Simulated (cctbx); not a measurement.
# Accept or mend?

Cell a = 10.0269 Å, b = 4.0900 Å, c = 6.8750 Å, α = 90.00°, β = 131.83°, γ = 90.00°; space group C2/m (no. 12).

The data are simulated with cctbx, not measured: Cu Kα, λ = 1.54184 Å, to d = 0.8 Å, 95 % of the full sphere, strongest reflection 70000 counts, noise from counting, a 6 % proportional error and a noise floor of 15 counts (s.d.); no absorption.

An anisotropic refinement with weights 1/σ² prints:

```text
Rint 0.037, 242 unique reflections to 0.80 A
cycle     R1     wR2    GooF  max shift (A)
   1  0.4751  0.7965  20.907   0.01041
   4  0.4155  0.6953  18.250   0.00020
final R1 0.4156 wR2 0.6953 GooF 18.250  parameters 12  data/parameter 20.2
atom        x        y        z      Ueq    occ   su(xyz)  su(Uiso or U11)
Yb1    0.05078  0.50000  0.78047  -0.0182  1.000  0.00115  0.0045  NPD
Ti1    0.31820  0.50000  0.75264   0.0003  1.000  0.00557  0.0134  NPD
difference map: max 214.26 min -22.08 rms 15.79
Q1    0.0527  0.5000  0.7830    4  222.56  0.02 A from Yb1
Q2    0.1679  0.0000  0.6145    4  158.34  2.33 A from Ti1
Q3    0.1818  0.0000  0.2452    4   69.02  0.02 A from Ti1
Q4    0.0853  0.5000  0.9750    4   11.78  1.14 A from Yb1
Q5    0.2312  0.5000  0.8535    4   11.09  1.43 A from Ti1
Q6    0.0963  0.0000  0.7218    4   10.89  2.19 A from Yb1
```

Q: Accept it or mend it, and why?

Mend it. The fault: an atom left out, Ni at (0.1698, 0, 0.6170). Against the right model at the same level, R1 goes from 0.0146 to 0.4156 and GooF from 0.96 to 18.25, U of Yb1 shrinks from 0.0047 to -0.0182 Å², the top difference peak, 222.6 e/Å³, lies on Yb1 and Yb1 and Ti1 go non-positive-definite. Q2 is the missing atom. With scattering power missing, scale and phases suffer, so peaks may also grow on the heavy atoms.

The compound is YbTiNi. The right model at the same level gives:

```text
Rint 0.037, 242 unique reflections to 0.80 A
cycle     R1     wR2    GooF  max shift (A)
   1  0.0189  0.0515   1.369   0.00107
   2  0.0146  0.0361   0.959   0.00000
final R1 0.0146 wR2 0.0361 GooF 0.959  parameters 18  data/parameter 13.4
atom        x        y        z      Ueq    occ   su(xyz)  su(Uiso or U11)
Yb1    0.05139  0.50000  0.78058   0.0047  1.000  0.00004  0.0002
Ni1    0.16978  0.00000  0.61724   0.0102  1.000  0.00018  0.0004
Ti1    0.31941  0.50000  0.75435   0.0091  1.000  0.00018  0.0005
difference map: max 1.13 min -0.98 rms 0.24
Q1    0.2383  0.5000  0.1307    4    1.15  1.31 A from Ni1
Q2    0.1391  0.5000  0.3448    4    1.11  1.48 A from Yb1
Q3    0.2028  0.5000  0.9219    4    0.86  1.13 A from Yb1
Q4    0.2064  0.0000  0.4929    4    0.76  1.13 A from Ni1
Q5    0.0000  0.0000  0.5000    2    0.74  1.31 A from Ni1
Q6    0.1217  0.0000  0.2891    4    0.67  0.82 A from Ti1
```

The model is made up (kin elements in a known structure type, no relaxation), so it says nothing on whether the phase exists.

[Middle refinement cycles are left out of these outputs.]

[Logs are printed without paths, hosts, clocks, repeated set-up lines and the standing remarks that a program may print on its own settings, such as how far it seeks lower states.]
